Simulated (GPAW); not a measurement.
## Screening of a field by a 8-layer slab of Al(100)

Aim: the dipole that a field along the normal induces in a 8-layer slab of Al(100).

Method: GPAW, PAW setups; slab in vacuum, relaxation, in the first sound run; inputs show where later runs differ, in GPAW 26.7.0.

## (1) The starting structure

The cell holds 8 atoms: 8 Al. Cell: a = 2.864 Å, b = 2.864 Å, c = 32.175 Å, α = 90.0°, β = 90.0°, γ = 90.0°. Vacuum lies along c.

Structure file:

```cif
data_structure
_symmetry_space_group_name_H-M 'P 1'
_symmetry_Int_Tables_number 1
_cell_length_a 2.8638
_cell_length_b 2.8638
_cell_length_c 32.1750
_cell_angle_alpha 90.000
_cell_angle_beta 90.000
_cell_angle_gamma 90.000
_cell_volume 263.88
loop_
_atom_site_label
_atom_site_type_symbol
_atom_site_fract_x
_atom_site_fract_y
_atom_site_fract_z
_atom_site_occupancy
Al1 Al 0.50000 0.50000 0.27972 1
Al2 Al 0.00000 0.00000 0.34266 1
Al3 Al 0.50000 0.50000 0.40559 1
Al4 Al 0.00000 0.00000 0.46853 1
Al5 Al 0.50000 0.50000 0.53147 1
Al6 Al 0.00000 0.00000 0.59441 1
Al7 Al 0.50000 0.50000 0.65734 1
Al8 Al 0.00000 0.00000 0.72028 1
```

## (2) Relaxing the atoms

Forces are removed first; all later runs use this geometry. The lowest 4 atoms are held at bulk positions and keep their forces.

run.py

```python
import json
import numpy as np
from ase import Atoms
from ase.constraints import FixAtoms
from ase.optimize import BFGS
from gpaw import GPAW, PW

slab = Atoms(
    ['Al', 'Al', 'Al', 'Al', 'Al', 'Al', 'Al', 'Al'],
    positions=[
        [1.43189, 1.43189, 9.00000],
        [0.00000, 0.00000, 11.02500],
        [1.43189, 1.43189, 13.05000],
        [0.00000, 0.00000, 15.07500],
        [1.43189, 1.43189, 17.10000],
        [0.00000, 0.00000, 19.12500],
        [1.43189, 1.43189, 21.15000],
        [0.00000, 0.00000, 23.17500]],
    cell=[[2.86378, 0.0, 0.0], [0.0, 2.86378, 0.0], [0.0, 0.0, 32.175]],
    pbc=[True, True, False])

slab.calc = GPAW(mode=PW(400), xc='PBE', kpts={'size': (11, 11, 1), 'gamma': True},
                 occupations={'name': 'fermi-dirac', 'width': 0.1}, nbands='200%',
                 convergence={'density': 1e-05}, maxiter=200,
                 poissonsolver={'dipolelayer': 'xy'},
                 symmetry={'tolerance': 1e-3, 'extra_ids': [1, 1, 1, 1, 0, 0, 0, 0]}, txt='slab.txt')
result = {}
slab.set_constraint(FixAtoms([0, 1, 2, 3]))
path = []
opt = BFGS(slab, maxstep=0.2)
opt.attach(lambda: path.append((slab.get_potential_energy(), slab.positions.tolist(), slab.get_forces().tolist())))
result['relaxed'] = bool(opt.run(fmax=0.03, steps=40))
result['path'] = path
energy = slab.get_potential_energy()
fermi = slab.calc.get_fermi_level()
v = slab.calc.get_electrostatic_potential().mean((0, 1)) - fermi
n = slab.calc.get_pseudo_density().mean((0, 1))
L = slab.cell[2, 2]
z = np.arange(len(v)) * L / len(v)
low, high = slab.positions[:, 2].min(), slab.positions[:, 2].max()
below, above = np.interp([low - 6.8, high + 6.8], z, v)
slopes = [np.interp(x, z, np.gradient(v, z)) for x in (low - 6.8, high + 6.8)]
eps = np.array([[slab.calc.get_eigenvalues(k, s) for k in range(len(slab.calc.get_ibz_k_points()))]
                for s in range(slab.calc.get_number_of_spins())]) - fermi
top, bottom = eps[eps < 0].max(), eps[eps > 0].min()
dipole = slab.get_dipole_moment()[2]
print(f'energy {energy:.4f} eV, Fermi level {fermi:.4f} eV, dipole {dipole:.5f} e A')
print(f'potential 6.8 A off the faces, from the Fermi level: lower {below:.4f} eV, upper {above:.4f} eV')
print(f'slope of the potential there: lower {slopes[0]:.5f}, upper {slopes[1]:.5f} eV/A')
print(f'nearest levels on the mesh: {top:.4f} and {bottom:.4f} eV')
print('magnetic moment', round(slab.get_magnetic_moment(), 3))
result.update(energy=energy, fermi=fermi, dipole=dipole, below=below, above=above, slopes=slopes, edges=[top, bottom],
              z=z.tolist(), v=v.tolist(), n=n.tolist(), positions=slab.positions.tolist(),
              forces=slab.get_forces(apply_constraint=False).tolist(), moments=slab.get_magnetic_moments().tolist())
json.dump(result, open('result.json', 'w'))
```

Launch:

```console
OMP_NUM_THREADS=1 OPENBLAS_NUM_THREADS=1 python run.py
```

Log:

```text
Step          Energy          fmax
BFGS:    0      -29.007837        0.165976
BFGS:    1      -29.008243        0.152549
BFGS:    2      -29.010293        0.058992
BFGS:    3      -29.010345        0.057095
BFGS:    4      -29.010796        0.027400
energy -28.9586 eV, Fermi level 1.5392 eV, dipole 0.00023 e A
potential 6.8 A off the faces, from the Fermi level: lower 4.2167 eV, upper 4.2089 eV
slope of the potential there: lower -0.00004, upper 0.00004 eV/A
nearest levels on the mesh: -0.0084 and 0.0106 eV
magnetic moment 0.0
```

It took 1.8 min on 1 thread of AMD EPYC 9R14 (Zen 4), shared host; peak memory 0.24 GiB.

Step by step:

| step | energy less that of the first step (eV) | largest force (eV/Å) |
| --- | --- | --- |
| 1 | 0.0000 | 0.1660 |
| 2 | -0.0005 | 0.1525 |
| 3 | -0.0033 | 0.0590 |
| 4 | -0.0033 | 0.0571 |
| 5 | -0.0040 | 0.0274 |

The atoms that moved most (Å):

```csv
atom,dx,dy,dz,length
Al5,0.000,0.000,-0.037,0.037
Al6,0.000,0.000,-0.009,0.009
Al7,0.000,0.000,-0.005,0.005
```

The relaxed structure:

```cif
data_structure
_symmetry_space_group_name_H-M 'P 1'
_symmetry_Int_Tables_number 1
_cell_length_a 2.8638
_cell_length_b 2.8638
_cell_length_c 32.1750
_cell_angle_alpha 90.000
_cell_angle_beta 90.000
_cell_angle_gamma 90.000
_cell_volume 263.88
loop_
_atom_site_label
_atom_site_type_symbol
_atom_site_fract_x
_atom_site_fract_y
_atom_site_fract_z
_atom_site_occupancy
Al1 Al 0.50000 0.50000 0.27972 1
Al2 Al 0.00000 0.00000 0.34266 1
Al3 Al 0.50000 0.50000 0.40559 1
Al4 Al 0.00000 0.00000 0.46853 1
Al5 Al 0.50000 0.50000 0.53032 1
Al6 Al 0.00000 0.00000 0.59412 1
Al7 Al 0.50000 0.50000 0.65719 1
Al8 Al 0.00000 0.00000 0.72037 1
```

Numbers from this step:

```yaml
dipole_along_the_normal: 2.28e-4 e·Å
levels_nearest_the_fermi_level_on_the_mesh: -0.008372, 0.01060 eV from the Fermi level
upper_work_function: 4.209 eV
lower_work_function: 4.217 eV
```

The electrostatic potential energy of an electron (without an applied field's), less the Fermi level, planar mean oscillates, so the rows of the table below give means over windows of 2.04 Å about each position, cut where the curve ends. Its maxima inside the range that stand out by 2 % of the span (Å: eV): 10.0: -2.05, 12.0: -2.02, 14.0: -2.05, 16.1: -2.24, 18.1: -1.87, 20.2: -2.00, 22.2: -2.00. Its minima: 9.0: -13.3, 11.0: -13.5, 13.1: -13.5, 15.1: -13.4, 17.1: -13.5, 19.1: -13.5, 21.1: -13.5, 23.2: -13.3.

Electrostatic potential energy of an electron (without an applied field's), less the Fermi level, planar mean against z; means over each step:

z (Å), electrostatic potential energy of an electron (without an applied field's), less the Fermi level, planar mean (eV) and a bar from the least value:
```
     1.02        4.2 ##############################
     3.06        4.2 ##############################
     5.10        4.2 ##############################
     7.14        3.1 ###########################
     9.18       -6.8 #
    11.22       -7.1 
    13.26       -7.1 
    15.30       -7.2 
    17.34       -7.1 
    19.38       -7.1 
    21.42       -7.1 
    23.46       -6.1 ###
    25.50        3.9 #############################
    27.54        4.2 ##############################
    29.58        4.2 ##############################
    31.62        4.2 ##############################
```

The pseudo valence density, planar mean oscillates, so the rows of the table below give means over windows of 1 Å about each position, cut where the curve ends. Its maxima inside the range that stand out by 2 % of the span (Å: e/Å³): 8.6: 0.162, 10.3: 0.199, 12.4: 0.201, 14.4: 0.200, 16.3: 0.206, 17.8: 0.196, 19.7: 0.201, 21.9: 0.198, 23.6: 0.162. Its minima: 9.0: 0.128, 10.9: 0.136, 13.1: 0.130, 15.0: 0.132, 17.2: 0.134, 19.1: 0.129, 21.2: 0.136, 23.2: 0.128.

Table of pseudo valence density, planar mean by z; means over each step:

z (Å), pseudo valence density, planar mean (e/Å³) and a bar:
```
        4      0.000 
        5      0.000 
        6      0.001 
        7      0.014 ##
        8      0.095 ##############
        9      0.155 #######################
       10      0.197 #############################
       11      0.164 ########################
       12      0.198 #############################
       13      0.163 ########################
       14      0.198 #############################
       15      0.164 ########################
       16      0.204 ##############################
       17      0.163 ########################
       18      0.194 #############################
       19      0.162 ########################
       20      0.197 #############################
       21      0.164 ########################
       22      0.194 #############################
       23      0.162 ########################
       24      0.115 #################
       25      0.022 ###
       26      0.002 
       27      0.000 
       28      0.000
```

The relaxation lowered the energy of the cell by 0.00396 eV (energies extrapolated to zero smearing; the optimiser's log prints free energies). The largest force left on a free atom is 0.027 eV/Å.

## (3) Plane waves, PBE

The work function is the vacuum plateau of the electrostatic potential less the Fermi level; a dipole layer lets the two faces have plateaus of their own.

This step: GPAW, PAW setups; slab in vacuum (GPAW 26.7.0).

Changes to run.py since step 2:

```diff
@@ -3,4 +3,2 @@
 from ase import Atoms
-from ase.constraints import FixAtoms
-from ase.optimize import BFGS
 from gpaw import GPAW, PW
@@ -14,6 +12,6 @@
         [0.00000, 0.00000, 15.07500],
-        [1.43189, 1.43189, 17.10000],
-        [0.00000, 0.00000, 19.12500],
-        [1.43189, 1.43189, 21.15000],
-        [0.00000, 0.00000, 23.17500]],
+        [1.43189, 1.43189, 17.06306],
+        [-0.00000, 0.00000, 19.11583],
+        [1.43189, 1.43189, 21.14500],
+        [-0.00000, -0.00000, 23.17781]],
     cell=[[2.86378, 0.0, 0.0], [0.0, 2.86378, 0.0], [0.0, 0.0, 32.175]],
@@ -25,10 +23,4 @@
                  poissonsolver={'dipolelayer': 'xy'},
-                 symmetry={'tolerance': 1e-3, 'extra_ids': [1, 1, 1, 1, 0, 0, 0, 0]}, txt='slab.txt')
+                 symmetry={'tolerance': 1e-3}, txt='slab.txt')
 result = {}
-slab.set_constraint(FixAtoms([0, 1, 2, 3]))
-path = []
-opt = BFGS(slab, maxstep=0.2)
-opt.attach(lambda: path.append((slab.get_potential_energy(), slab.positions.tolist(), slab.get_forces().tolist())))
-result['relaxed'] = bool(opt.run(fmax=0.03, steps=40))
-result['path'] = path
 energy = slab.get_potential_energy()
```

Log:

```text
energy -28.9586 eV, Fermi level 1.5392 eV, dipole 0.00028 e A
potential 6.8 A off the faces, from the Fermi level: lower 4.2166 eV, upper 4.2090 eV
slope of the potential there: lower -0.00005, upper 0.00004 eV/A
nearest levels on the mesh: -0.0084 and 0.0106 eV
magnetic moment 0.0
```

The job ended after 74 s (1 thread; peak memory 0.24 GiB).

This step gave:

| Quantity | Value |
| --- | --- |
| dipole along the normal | 2.83e-4 e·Å |
| levels nearest the Fermi level on the mesh | -0.008380, 0.01061 eV from the Fermi level |

The electrostatic potential energy of an electron (without an applied field's), less the Fermi level, planar mean oscillates, so the rows of the table below give means over windows of 2.04 Å about each position, cut where the curve ends. Its maxima inside the range that stand out by 2 % of the span (Å: eV): 10.0: -2.05, 12.0: -2.02, 14.0: -2.05, 16.1: -2.24, 18.1: -1.87, 20.2: -2.00, 22.2: -2.00. Its minima: 9.0: -13.3, 11.0: -13.5, 13.1: -13.5, 15.1: -13.4, 17.1: -13.5, 19.1: -13.5, 21.1: -13.5, 23.2: -13.3.

Electrostatic potential energy of an electron (without an applied field's), less the Fermi level, planar mean against z; means over each step:

```csv
z (Å),"electrostatic potential energy of an electron (without an applied field's), less the Fermi level, planar mean (eV)"
1.02,4.22
3.06,4.22
5.10,4.21
7.14,3.12
9.18,-6.84
11.22,-7.09
13.26,-7.12
15.30,-7.19
17.34,-7.08
19.38,-7.09
21.42,-7.08
23.46,-6.07
25.50,3.85
27.54,4.21
29.58,4.21
31.62,4.21
```

The pseudo valence density, planar mean oscillates, so the rows of the table below give means over windows of 2 Å about each position, cut where the curve ends. Its maxima inside the range that stand out by 2 % of the span (Å: e/Å³): 8.6: 0.162, 10.3: 0.199, 12.4: 0.201, 14.4: 0.200, 16.3: 0.206, 17.8: 0.196, 19.7: 0.201, 21.9: 0.198, 23.6: 0.162. Its minima: 9.0: 0.128, 10.9: 0.136, 13.1: 0.130, 15.0: 0.132, 17.2: 0.134, 19.1: 0.129, 21.2: 0.136, 23.2: 0.128.

Pseudo valence density, planar mean against z; means over each step:

z (Å), pseudo valence density, planar mean (e/Å³) and a bar:
```
        4      0.000 
        6      0.002 
        8      0.090 ###############
       10      0.181 #############################
       12      0.181 ##############################
       14      0.181 ##############################
       16      0.184 ##############################
       18      0.179 #############################
       20      0.181 ##############################
       22      0.180 #############################
       24      0.101 ################
       26      0.004 #
       28      0.000
```

Force by atom:

```csv
atom,x (eV/Å),y (eV/Å),z (eV/Å),size
Al1,0.0000,0.0000,-0.0133,0.0133
Al2,0.0000,0.0000,0.0278,0.0278
Al3,0.0000,0.0000,-0.0441,0.0441
Al4,0.0000,0.0000,0.0655,0.0655
Al5,0.0000,0.0000,0.0089,0.0089
Al6,0.0000,0.0000,-0.0096,0.0096
Al7,0.0000,0.0000,-0.0275,0.0275
Al8,0.0000,0.0000,-0.0072,0.0072
```

The potential is flat to 5.2e-5 eV/Å where it is read, so the vacuum is wide enough.

## (4) In a field

A uniform field along the normal polarises the slab; the atoms stay fixed, so this is the electronic response alone.

Changes to run.py since step 3:

```diff
@@ -4,2 +4,3 @@
 from gpaw import GPAW, PW
+from gpaw.external import ConstantElectricField
 
@@ -23,2 +24,3 @@
                  poissonsolver={'dipolelayer': 'xy'},
+                 external=ConstantElectricField(-0.2, [0, 0, 1]),
                  symmetry={'tolerance': 1e-3}, txt='slab.txt')
```

Log:

```text
energy -28.9743 eV, Fermi level 1.5372 eV, dipole -0.15795 e A
potential 6.8 A off the faces, from the Fermi level: lower 2.4748 eV, upper 5.9599 eV
slope of the potential there: lower -0.00004, upper 0.00005 eV/A
nearest levels on the mesh: -0.0085 and 0.0106 eV
magnetic moment 0.0
```

Run time: 85 s. Hardware: 1 thread; peak memory 0.4 GiB.

Numbers from this step:

```yaml
dipole_along_the_normal: -0.1580 e·Å
levels_nearest_the_fermi_level_on_the_mesh: -0.008488, 0.01061 eV from the Fermi level
potential_below_the_slab_the_applied_field_s_own_ramp_left_out: 2.475 eV from the Fermi level
potential_above_the_slab_the_applied_field_s_own_ramp_left_out: 5.960 eV from the Fermi level
```

The electrostatic potential energy of an electron (without an applied field's), less the Fermi level, planar mean oscillates, so the rows of the table below give means over windows of 2.04 Å about each position, cut where the curve ends. Its maxima inside the range that stand out by 2 % of the span (Å: eV): 10.0: -3.27, 12.0: -2.84, 14.0: -2.46, 16.1: -2.24, 18.1: -1.47, 20.2: -1.19, 22.2: -0.772, 31.6: 5.96. Its minima: 9.0: -14.7, 11.0: -14.5, 13.1: -14.1, 15.1: -13.6, 17.1: -13.3, 19.1: -12.9, 21.1: -12.5, 23.2: -11.9.

The electrostatic potential energy of an electron (without an applied field's), less the Fermi level, planar mean by z; means over each step:

| z (Å) | electrostatic potential energy of an electron (without an applied field's), less the Fermi level, planar mean (eV) |
| --- | --- |
| 1.02 | 2.63 |
| 3.06 | 2.47 |
| 5.10 | 2.47 |
| 7.14 | 1.43 |
| 9.18 | -8.22 |
| 11.22 | -8.06 |
| 13.26 | -7.69 |
| 15.30 | -7.35 |
| 17.34 | -6.83 |
| 19.38 | -6.44 |
| 21.42 | -6.01 |
| 23.46 | -4.60 |
| 25.50 | 5.58 |
| 27.54 | 5.96 |
| 29.58 | 5.96 |
| 31.62 | 5.84 |

Force by atom:

| atom | x (eV/Å) | y (eV/Å) | z (eV/Å) | size |
| --- | --- | --- | --- | --- |
| Al1 | 0.0000 | 0.0000 | -0.0183 | 0.0183 |
| Al2 | 0.0000 | 0.0000 | 0.0299 | 0.0299 |
| Al3 | 0.0000 | 0.0000 | -0.0435 | 0.0435 |
| Al4 | 0.0000 | 0.0000 | 0.0664 | 0.0664 |
| Al5 | 0.0000 | 0.0000 | 0.0100 | 0.0100 |
| Al6 | 0.0000 | 0.0000 | -0.0088 | 0.0088 |
| Al7 | 0.0000 | 0.0000 | -0.0251 | 0.0251 |
| Al8 | 0.0000 | 0.0000 | -0.0105 | 0.0105 |

The dipole is now -0.158 e Å, against 2.8e-4 in the run without a field.

## (5) In a field

Changes to run.py since step 4:

```diff
@@ -24,3 +24,3 @@
                  poissonsolver={'dipolelayer': 'xy'},
-                 external=ConstantElectricField(-0.2, [0, 0, 1]),
+                 external=ConstantElectricField(-0.1, [0, 0, 1]),
                  symmetry={'tolerance': 1e-3}, txt='slab.txt')
```

Log:

```text
energy -28.9625 eV, Fermi level 1.5387 eV, dipole -0.07879 e A
potential 6.8 A off the faces, from the Fermi level: lower 3.3448 eV, upper 5.0831 eV
slope of the potential there: lower -0.00004, upper 0.00005 eV/A
nearest levels on the mesh: -0.0084 and 0.0106 eV
magnetic moment 0.0
```

Wall time 81 s (1 thread); peak memory 0.4 GiB.

Numbers from this step:

- dipole along the normal: -0.07879 e·Å
- levels nearest the Fermi level on the mesh: -0.008439, 0.01060 eV from the Fermi level
- potential below the slab, the applied field's own ramp left out: 3.345 eV from the Fermi level
- potential above the slab, the applied field's own ramp left out: 5.083 eV from the Fermi level

The electrostatic potential energy of an electron (without an applied field's), less the Fermi level, planar mean oscillates, so the rows of the table below give means over windows of 2.04 Å about each position, cut where the curve ends. Its maxima inside the range that stand out by 2 % of the span (Å: eV): 10.0: -2.66, 12.0: -2.43, 14.0: -2.25, 16.1: -2.24, 18.1: -1.67, 20.2: -1.59, 22.2: -1.38, 31.6: 5.08. Its minima: 9.0: -14.0, 11.0: -14.0, 13.1: -13.8, 15.1: -13.5, 17.1: -13.4, 19.1: -13.2, 21.1: -13.0, 23.2: -12.6.

Table of electrostatic potential energy of an electron (without an applied field's), less the Fermi level, planar mean by z; means over each step:

```csv
z (Å),"electrostatic potential energy of an electron (without an applied field's), less the Fermi level, planar mean (eV)"
1.02,3.42
3.06,3.34
5.10,3.34
7.14,2.28
9.18,-7.53
11.22,-7.58
13.26,-7.40
15.30,-7.27
17.34,-6.95
19.38,-6.76
21.42,-6.55
23.46,-5.33
25.50,4.71
27.54,5.08
29.58,5.08
31.62,5.03
```

Force by atom:

```csv
atom,x (eV/Å),y (eV/Å),z (eV/Å),size
Al1,0.0000,0.0000,-0.0157,0.0157
Al2,0.0000,0.0000,0.0289,0.0289
Al3,0.0000,0.0000,-0.0439,0.0439
Al4,0.0000,0.0000,0.0659,0.0659
Al5,0.0000,0.0000,0.0094,0.0094
Al6,0.0000,0.0000,-0.0093,0.0093
Al7,0.0000,0.0000,-0.0264,0.0264
Al8,0.0000,0.0000,-0.0092,0.0092
```

The dipole is now -0.0788 e Å, against 2.8e-4 in the run without a field.

## (6) In a field

Changes to run.py since step 5:

```diff
@@ -24,3 +24,3 @@
                  poissonsolver={'dipolelayer': 'xy'},
-                 external=ConstantElectricField(-0.1, [0, 0, 1]),
+                 external=ConstantElectricField(-0.05, [0, 0, 1]),
                  symmetry={'tolerance': 1e-3}, txt='slab.txt')
```

Log:

```text
energy -28.9596 eV, Fermi level 1.5391 eV, dipole -0.03921 e A
potential 6.8 A off the faces, from the Fermi level: lower 3.7805 eV, upper 4.6457 eV
slope of the potential there: lower -0.00004, upper 0.00004 eV/A
nearest levels on the mesh: -0.0084 and 0.0106 eV
magnetic moment 0.0
```

Elapsed: 72 s, on 1 thread; peak memory 0.41 GiB.

The electrostatic potential energy of an electron (without an applied field's), less the Fermi level, planar mean oscillates, so the rows of the table below give means over windows of 2.04 Å about each position, cut where the curve ends. Its maxima inside the range that stand out by 2 % of the span (Å: eV): 10.0: -2.35, 12.0: -2.23, 14.0: -2.15, 16.1: -2.24, 18.1: -1.77, 20.2: -1.80, 22.2: -1.69. Its minima: 9.0: -13.7, 11.0: -13.7, 13.1: -13.6, 15.1: -13.5, 17.1: -13.5, 19.1: -13.4, 21.1: -13.2, 23.2: -13.0.

The electrostatic potential energy of an electron (without an applied field's), less the Fermi level, planar mean by z; means over each step:

```csv
z (Å),"electrostatic potential energy of an electron (without an applied field's), less the Fermi level, planar mean (eV)"
1.02,3.82
3.06,3.78
5.10,3.77
7.14,2.70
9.18,-7.19
11.22,-7.33
13.26,-7.26
15.30,-7.23
17.34,-7.02
19.38,-6.93
21.42,-6.81
23.46,-5.70
25.50,4.28
27.54,4.64
29.58,4.65
31.62,4.62
```

## (7) Field on

Changes to run.py since step 6:

```diff
@@ -24,3 +24,3 @@
                  poissonsolver={'dipolelayer': 'xy'},
-                 external=ConstantElectricField(-0.05, [0, 0, 1]),
+                 external=ConstantElectricField(0.05, [0, 0, 1]),
                  symmetry={'tolerance': 1e-3}, txt='slab.txt')
```

Log:

```text
energy -28.9596 eV, Fermi level 1.5391 eV, dipole 0.03993 e A
potential 6.8 A off the faces, from the Fermi level: lower 4.6536 eV, upper 3.7725 eV
slope of the potential there: lower -0.00004, upper 0.00004 eV/A
nearest levels on the mesh: -0.0084 and 0.0106 eV
magnetic moment 0.0
```

Run time: 72 s. Hardware: 1 thread; peak memory 0.41 GiB.

[end of part 1 of 2]

[Logs are printed without paths, hosts, clocks, repeated set-up lines and the standing remarks that a program may print on its own settings, such as how far it seeks lower states.]

[Hosts, paths, dates, database ids (printed as entryN), source tags and the programs' standing remarks are cut or masked in the printed files.]
